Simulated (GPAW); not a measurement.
The Na K edge of atom 1 in NaHF2 (R-3m), with 6 F at 2.32 Å (distorted octahedral, site symmetry -3m), was computed in 3 ways: full core hole (charged cell), half core hole and no core hole. Program and functional: GPAW, LDA, Gaussian full width 0.9 eV up to 4 eV, rising linearly to 3.5 eV at 25 eV; cells of 4 and 16 atoms (the run without a hole in the smaller).

Each run is counted from its own lowest empty level or Fermi level and scaled to a mean of 1 over its first 20 eV.

```tsv
E (eV)	run 1	run 2	run 3
-2.0	0.00	0.00	0.00
-1.5	0.00	0.00	0.00
-1.0	0.00	0.00	0.00
-0.5	0.00	0.00	0.00
0.0	0.01	0.00	0.00
0.5	0.02	0.02	0.02
1.0	0.05	0.06	0.05
1.5	0.07	0.11	0.12
2.0	0.16	0.17	0.19
2.5	0.54	0.22	0.31
3.0	0.86	0.25	0.41
3.5	1.35	0.34	0.64
4.0	1.67	0.49	0.83
4.5	1.97	0.54	0.97
5.0	1.88	0.66	1.12
5.5	1.53	0.76	1.08
6.0	1.56	0.79	1.12
6.5	1.80	0.84	1.33
7.0	1.78	1.00	1.45
7.5	1.64	1.12	1.45
8.0	1.48	1.12	1.41
8.5	1.28	1.07	1.29
9.0	1.13	0.97	1.10
9.5	1.20	0.89	1.07
10.0	1.47	0.90	1.28
10.5	1.73	1.00	1.63
11.0	1.88	1.28	2.05
11.5	1.89	1.80	2.48
12.0	1.71	2.49	2.67
12.5	1.34	2.98	2.37
13.0	0.95	2.99	1.77
13.5	0.69	2.54	1.23
14.0	0.55	1.93	0.88
14.5	0.47	1.40	0.69
15.0	0.44	1.06	0.61
15.5	0.42	0.87	0.58
16.0	0.41	0.79	0.57
16.5	0.42	0.76	0.57
17.0	0.44	0.77	0.59
17.5	0.48	0.80	0.63
18.0	0.52	0.83	0.67
18.5	0.56	0.88	0.72
19.0	0.59	0.93	0.76
19.5	0.61	0.98	0.78
20.0	0.61	1.01	0.80
20.5	0.61	1.03	0.79
21.0	0.60	1.02	0.77
21.5	0.58	0.99	0.74
22.0	0.55	0.94	0.70
22.5	0.52	0.88	0.65
23.0	0.47	0.81	0.60
23.5	0.43	0.75	0.55
24.0	0.39	0.70	0.51
24.5	0.36	0.66	0.48
25.0	0.34	0.63	0.45
25.5	0.32	0.60	0.43
26.0	0.31	0.57	0.41
26.5	0.30	0.54	0.40
27.0	0.30	0.52	0.39
27.5	0.31	0.51	0.39
28.0	0.33	0.51	0.39
28.5	0.34	0.50	0.40
29.0	0.36	0.50	0.41
29.5	0.38	0.50	0.42
30.0	0.39	0.49	0.42
30.5	0.39	0.48	0.42
31.0	0.39	0.47	0.42
31.5	0.39	0.47	0.42
32.0	0.39	0.46	0.42
```

Which run is which?

Run 1: full core hole (charged cell) (area from −2 to 6 eV 5.4, main maxima 4.7 eV (2.00), 6.7 eV (1.82), 11.3 eV (1.91) and 20.0 eV (0.61)). Run 2: no core hole (area from −2 to 6 eV 2.0, main maxima 7.7 eV (1.13), 12.8 eV (3.05) and 20.6 eV (1.03)). Run 3: half core hole (area from −2 to 6 eV 3.1, main maxima 5.1 eV (1.13), 7.2 eV (1.46), 12.0 eV (2.67) and 20.1 eV (0.80)). With each curve scaled to its own mean, the area from −2 to 6 eV with the hole is 5.4 against 2.0, and the centre of weight from −1 to 20 eV moves by -2.6 eV: the hole pulls the absorber's empty states down.

[Banner, clock and machine lines of the logs are left out without a mark of their own.]

[Logs are printed without paths, hosts, clocks, repeated set-up lines and the standing remarks that a program may print on its own settings, such as how far it seeks lower states.]

[Hosts, paths, dates, database ids (printed as entryN), source tags and the programs' standing remarks are cut or masked in the printed files.]

[Lists of maxima count a maximum above −3 eV only where it reaches 4 % of the highest in the window and stands out from its surroundings by 2 % of it (1.5 % where it reaches 55 %); shoulders and weaker maxima are passed over, and of the rest the first, up to two pre-edge ones and the few strongest are named.]
